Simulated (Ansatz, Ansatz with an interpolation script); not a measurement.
# SrTiO3 (Tausonite): what limits a Wannier interpolation of GW

How do the Wannier model and the GW settings move the interpolated bands of SrTiO3 (Tausonite)?

Calculated with Ansatz 0.2.0; maximally localised Wannier functions, LDA, plane waves, PAW; PAW set soft_1.

This is a report of a sequence of runs, with most program output left out.

## (1) The starting structure

The structure is cubic, space group Pm-3m (No. 221). The conventional cell has a = 3.905 Å, b = 3.905 Å, c = 3.905 Å, α = 90.00°, β = 90.00°, γ = 90.00°. Sr has 12 O at 2.76 Å nearest. Nearest to Ti lie 6 O at 1.95 Å. Nearest to O lie 2 Ti at 1.95 Å and 4 Sr at 2.76 Å. Farther neighbours and most contacts between anions are not listed.

The cell and positions come from the Crystallography Open Database and are kept as given unless a step says otherwise.

## (2) Wannier model on 8×8×8

Localised functions give a small Hamiltonian that interpolates between mesh points at no cost.

The input, input.yaml:

```yaml
crystal:
  lattice:
    - [3.90528, 0.0, 0.0]
    - [0.0, 3.90528, 0.0]
    - [0.0, 0.0, 3.90528]
  atoms:
    - { symbol: Sr, position: [0.5, 0.5, 0.5] }
    - { symbol: Ti, position: [0.0, 0.0, 0.0] }
    - { symbol: O, position: [0.5, 0.0, 0.0] }
    - { symbol: O, position: [0.0, 0.5, 0.0] }
    - { symbol: O, position: [0.0, 0.0, 0.5] }
kpoints:
  mp_grid: { grid: [4, 4, 4] }
hamiltonian:
  xc: lda
  pseudopotentials: { kind: paw, azcp: { folder: soft_1 }, xc_functional: pbe }
scf:
  occupations: { method: fixed }
  n_extra_bands: 31
output:
  wannier:
    kmesh: [8, 8, 8]
    projections: [{ species: O, l: p, shell: 2 }, { species: Ti, l: d, shell: 3 }]
    minimise: true
    write_hr: true
    seedname: w
    conv_tol: 1.0e-06
    max_iter: 20000
    stability_check: false
    disentanglement:
      window: [4.7, 18.54]
      frozen_window: [4.7, 13.85]
      conv_tol: 1.0e-08
```

Run with:

```bash
> ansatz run input.yaml --threads 3 --pin off --max-ram 92160MiB --backend cuda --events-out ev --progress --plain --runs-dir out --devices 1 --max-vram 13GiB
```

It took 14 s on 1 × NVIDIA H100 80GB HBM3 (shared by 6 runs) with 3 threads of AMD EPYC 7R13 (Zen 3), shared host; peak memory 1.1 GiB.

This step gave:

```
gauge-invariant spread     : 12.52 Å²
diagonal spread            : 7.39e-23 Å²
off-diagonal spread        : 0.2248 Å²
total spread               : 12.74 Å²
least projectability       : 0.6355
localisation steps         : 38
disentanglement steps      : 126
r.m.s. interpolation error : 1.10e-4 eV
r.m.s. error near the gap  : 1.13e-4 eV
```

Near the gap the model misses directly solved bands by 0.1 meV r.m.s. and by 1 meV at most in the window tested. This tests the starting bands, not the corrections carried with them.

## (3) Wannier model on 4×4×4

Edit input.yaml of step 2 so:

```diff
@@ -21,3 +21,3 @@
   wannier:
-    kmesh: [8, 8, 8]
+    kmesh: [4, 4, 4]
     projections: [{ species: O, l: p, shell: 2 }, { species: Ti, l: d, shell: 3 }]
```

Run time: 12 s. Hardware: 1 × NVIDIA H100 80GB HBM3 (shared by 6 runs) with 3 threads; peak memory 0.95 GiB.

Numbers from this step:

```
gauge-invariant spread     : 11.87 Å²
diagonal spread            : 1.72e-21 Å²
off-diagonal spread        : 0.2278 Å²
total spread               : 12.09 Å²
least projectability       : 0.6359
localisation steps         : 15
disentanglement steps      : 39
r.m.s. interpolation error : 0.002187 eV
r.m.s. error near the gap  : 0.002545 eV
```

Near the gap the model misses directly solved bands by 2.5 meV r.m.s. and by 16 meV at most in the window tested. This tests the starting bands, not the corrections carried with them.

Frozen up to 4.27 eV; above it the model need not follow the bands. The electronic bands at the labelled points (eV, zero at the valence-band top; v1 is the highest filled band, c1 the lowest empty one):

| point | v4 | v3 | v2 | v1 | c1 | c2 | c3 | c4 |
| --- | --- | --- | --- | --- | --- | --- | --- | --- |
| Γ | -1.19 | -0.34 | -0.34 | -0.34 | 1.77 | 1.77 | 1.77 | 4.37 |
| halfway | -1.68 | -1.64 | -0.59 | -0.59 | 1.85 | 2.86 | 2.86 | 4.37 |
| X | -2.40 | -2.03 | -0.73 | -0.73 | 1.94 | 3.75 | 3.75 | 4.37 |
| halfway | -1.91 | -1.47 | -1.33 | -0.65 | 2.93 | 3.75 | 3.86 | 5.13 |
| M | -1.73 | -1.58 | -1.58 | -0.09 | 3.76 | 3.76 | 4.20 | 5.40 |
| halfway | -1.73 | -1.37 | -1.07 | -0.74 | 2.82 | 2.97 | 3.23 | 5.01 |
| Γ | -1.19 | -0.34 | -0.34 | -0.34 | 1.77 | 1.77 | 1.77 | 4.37 |
| halfway | -2.82 | -0.93 | -0.93 | -0.63 | 3.29 | 3.35 | 3.35 | 6.52 |
| R | -3.77 | 0.00 | 0.00 | 0.00 | 4.44 | 4.44 | 4.44 | 8.40 |
| halfway | -2.75 | -0.96 | -0.82 | -0.53 | 3.43 | 3.94 | 3.96 | 6.51 |
| X | -2.40 | -2.03 | -0.73 | -0.73 | 1.94 | 3.75 | 3.75 | 4.37 |
| jump to R | -3.77 | 0.00 | 0.00 | 0.00 | 4.44 | 4.44 | 4.44 | 8.40 |
| halfway | -3.17 | -0.68 | -0.68 | -0.05 | 4.04 | 4.04 | 4.32 | 7.03 |
| M | -1.73 | -1.58 | -1.58 | -0.09 | 3.76 | 3.76 | 4.20 | 5.40 |

The same for Kohn-Sham, solved directly:

| point | v4 | v3 | v2 | v1 | c1 | c2 | c3 | c4 |
| --- | --- | --- | --- | --- | --- | --- | --- | --- |
| Γ | -1.19 | -0.34 | -0.34 | -0.34 | 1.77 | 1.77 | 1.77 | 4.35 |
| X | -2.40 | -2.03 | -0.73 | -0.73 | 1.94 | 3.75 | 3.75 | 4.37 |
| M | -1.73 | -1.58 | -1.58 | -0.09 | 3.76 | 3.76 | 4.20 | 5.34 |
| Γ | -1.19 | -0.34 | -0.34 | -0.34 | 1.77 | 1.77 | 1.77 | 4.35 |
| R | -3.77 | 0.00 | 0.00 | 0.00 | 4.44 | 4.44 | 4.44 | 6.89 |
| X | -2.40 | -2.03 | -0.73 | -0.73 | 1.94 | 3.75 | 3.75 | 4.37 |
| R | -3.77 | 0.00 | 0.00 | 0.00 | 4.44 | 4.44 | 4.44 | 6.89 |
| M | -1.73 | -1.58 | -1.58 | -0.09 | 3.76 | 3.76 | 4.20 | 5.34 |

## (4) A faulty Wannier input

Edit input.yaml of step 3 so:

```diff
@@ -30,4 +30,4 @@
     disentanglement:
-      window: [4.7, 18.54]
-      frozen_window: [4.7, 13.85]
+      window: [-4.88, 8.96]
+      frozen_window: [-4.88, 4.27]
       conv_tol: 1.0e-08
```

The job ended after 8 s (1 × NVIDIA H100 80GB HBM3 (shared by 6 runs) with 3 threads; peak memory 0.91 GiB).

The self-consistent loop converged; the step after it was not made. The program's words: output.wannier: at mesh point 0 (counted from 0) output.wannier.disentanglement.window holds 6 states for 14 functions, beside 0 of inner shells that are left out. Raise the window's top, and output.wannier.disentanglement.top_band where it is typed. No Wannier file is written

The fault put into this input: windows typed from the Fermi level.

## (5) G0W0: 4×4×4 mesh, 273 empty bands, screening to 160 eV, PAW set soft_1 files

G0W0 replaces the xc potential by the self-energy, built once from these orbitals. Only a window of levels is corrected, while the sums run over the empty bands that the input names.

This step: G0W0 on LDA, plane waves, PAW; PAW set soft_1.

input.yaml, the sections that differ from step 4:

```yaml
scf:
  occupations: { method: fixed }
gw:
  n_empty_bands: 273
  ecut_chi: 160.0
  qp_bands: [v9, c3]
  screening: { model: contour_deformation }
# crystal, kpoints, hamiltonian: as in step 4
# output: removed
```

Elapsed: 13 s, on 1 × NVIDIA H100 80GB HBM3 (shared by 6 runs) with 3 threads; peak memory 1.2 GiB; 10 s of CPU time.

The G0W0 gap on the mesh is 3.464 eV.

## (6) G0W0: 2×2×2 mesh, 273 empty bands, screening to 160 eV, PAW set soft_1 files

Edit input.yaml of step 5 so:

```diff
@@ -12,3 +12,3 @@
 kpoints:
-  mp_grid: { grid: [4, 4, 4] }
+  mp_grid: { grid: [2, 2, 2] }
 hamiltonian:
```

The job ended after 5.9 s (1 × NVIDIA H100 80GB HBM3 (shared by 6 runs) with 3 threads; peak memory 1.1 GiB; 4.6 s of CPU time).

The G0W0 gap on the mesh is 2.767 eV.

## (7) G0W0: 8×8×8 mesh, 96 empty bands, screening to 80 eV, PAW set soft_1 files

Edit input.yaml of step 6 so:

```diff
@@ -12,3 +12,3 @@
 kpoints:
-  mp_grid: { grid: [2, 2, 2] }
+  mp_grid: { grid: [8, 8, 8] }
 hamiltonian:
@@ -19,4 +19,4 @@
 gw:
-  n_empty_bands: 273
-  ecut_chi: 160.0
+  n_empty_bands: 96
+  ecut_chi: 80
   qp_bands: [v9, c3]
```

The job ended after 1.8 min (1 × NVIDIA H100 80GB HBM3 (shared by 6 runs) with 3 threads; peak memory 1.3 GiB).

The G0W0 gap on the mesh is 3.510 eV.

## (8) G0W0: 4×4×4 mesh, 127 empty bands, screening to 96 eV, PAW set soft_1 files

Edit input.yaml of step 7 so:

```diff
@@ -12,3 +12,3 @@
 kpoints:
-  mp_grid: { grid: [8, 8, 8] }
+  mp_grid: { grid: [4, 4, 4] }
 hamiltonian:
@@ -19,4 +19,4 @@
 gw:
-  n_empty_bands: 96
-  ecut_chi: 80
+  n_empty_bands: 127
+  ecut_chi: 96
   qp_bands: [v9, c3]
```

Elapsed: 18 s, on 1 × NVIDIA H100 80GB HBM3 (shared by 6 runs) with 3 threads; peak memory 1.1 GiB; 20 s of CPU time.

The G0W0 gap on the mesh is 3.440 eV.

## (9) G0W0: 4×4×4 mesh, 273 empty bands, screening to 160 eV, plasmon pole, PAW set soft_1 files

Edit input.yaml of step 8 so:

```diff
@@ -19,5 +19,5 @@
 gw:
-  n_empty_bands: 127
-  ecut_chi: 96
+  n_empty_bands: 273
+  ecut_chi: 160.0
   qp_bands: [v9, c3]
-  screening: { model: contour_deformation }
+  screening: { model: godby_needs }
```

Wall time 25 s (1 × NVIDIA H100 80GB HBM3 (shared by 6 runs) with 3 threads); peak memory 1.6 GiB; 37 s of CPU time.

The G0W0 gap on the mesh is 3.477 eV.

## (10) Interpolated results

Times are wall times on 1 × NVIDIA H100 80GB HBM3 (shared by 6 runs) with 3 threads of AMD EPYC 7R13 (Zen 3), shared host, good to a factor of about two.

| GW mesh | empty bands | cutoff (eV) | frequency | gap on mesh (eV) | gap over zone (eV) | direct gap (eV) | valence width (eV) | GW time |
| --- | --- | --- | --- | --- | --- | --- | --- | --- |
| 4×4×4 | 273 | 160 | contour deformation | 3.464 | 3.464 | 3.806 | 4.795 | 13 s |
| 2×2×2 | 273 | 160 | contour deformation | 2.767 | 3.127 | 3.537 | 4.777 | 5.9 s |
| 8×8×8 | 96 | 80 | contour deformation | 3.510 | 3.490 | 3.796 | 4.903 | 1.8 min |
| 4×4×4 | 127 | 96 | contour deformation | 3.440 | 3.440 | 3.766 | 4.883 | 18 s |
| 4×4×4 | 273 | 160 | plasmon pole | 3.477 | 3.478 | 3.814 | 5.113 | 25 s |

## (11) Results

| Quantity | Value |
| --- | --- |
| 4×4×4 mesh, 273 empty bands, screening to 160 eV, PAW set soft_1 files | 3.46 eV |
| 2×2×2 mesh, 273 empty bands, screening to 160 eV, PAW set soft_1 files | 3.13 eV |
| 8×8×8 mesh, 96 empty bands, screening to 80 eV, PAW set soft_1 files | 3.49 eV |
| 4×4×4 mesh, 127 empty bands, screening to 96 eV, PAW set soft_1 files | 3.44 eV |
| 4×4×4 mesh, 273 empty bands, screening to 160 eV, plasmon pole, PAW set soft_1 files | 3.48 eV |

The largest change, −0.34 eV in the gap over the zone, comes with 2×2×2 mesh, 273 empty bands, screening to 160 eV, PAW set soft_1 files. The first run is a reference, not a converged one, and where a row moves several settings no single cause can be named. Rows on another GW mesh add that mesh's corrections to the bands of the one model. Coarser Wannier mesh (4×4×4): the miss near the gap goes from under 1 (the model on 8×8×8) to 3 meV and the total spread from 12.7 to 12.1 Å². With 2×2×2 mesh, 273 empty bands, screening to 160 eV, PAW set soft_1 files the gap over the zone moves by −0.34 eV and that on the mesh by −0.70 eV. With 8×8×8 mesh, 96 empty bands, screening to 80 eV, PAW set soft_1 files the gap over the zone moves by +0.03 eV and that on the mesh by +0.05 eV. With 4×4×4 mesh, 127 empty bands, screening to 96 eV, PAW set soft_1 files the gap over the zone moves by −0.02 eV and that on the mesh by −0.02 eV. With 4×4×4 mesh, 273 empty bands, screening to 160 eV, plasmon pole, PAW set soft_1 files the gap over the zone moves by +0.01 eV and that on the mesh by +0.01 eV. Gaps over the zone and on the mesh differ where an edge lies off the mesh, or where a GW run starts from another density: the starting gap over the zone is 1.769 eV, on the GW meshes it is 1.768 eV, 1.402 eV and 1.788 eV. The 4×4×4 mesh is coarse for this cell (its supercell is 16 Å along the shortest edge). The RPA ε∞ on it, from the LDA start, is 6.82; such meshes misread the long-range screening, most where the gap is narrow. This is the ideal cubic cell; many perovskites, halides above all, are cubic only on average, and local tilts or off-centring can widen the gap. The many-body steps are scalar-relativistic: spin-orbit coupling is not in them.

[Paths, hosts, dates, memory and timing lines, banners, echoed tables and standing remarks are left out of the program output.]

[Logs are printed without paths, hosts, clocks, repeated set-up lines and the standing remarks that a program may print on its own settings, such as how far it seeks lower states.]

[Runs of the session that timed out or met a known fault of the program may be left out.]

[Hosts, paths, dates, database ids (printed as entryN), source tags and the programs' standing remarks are cut or masked in the printed files.]
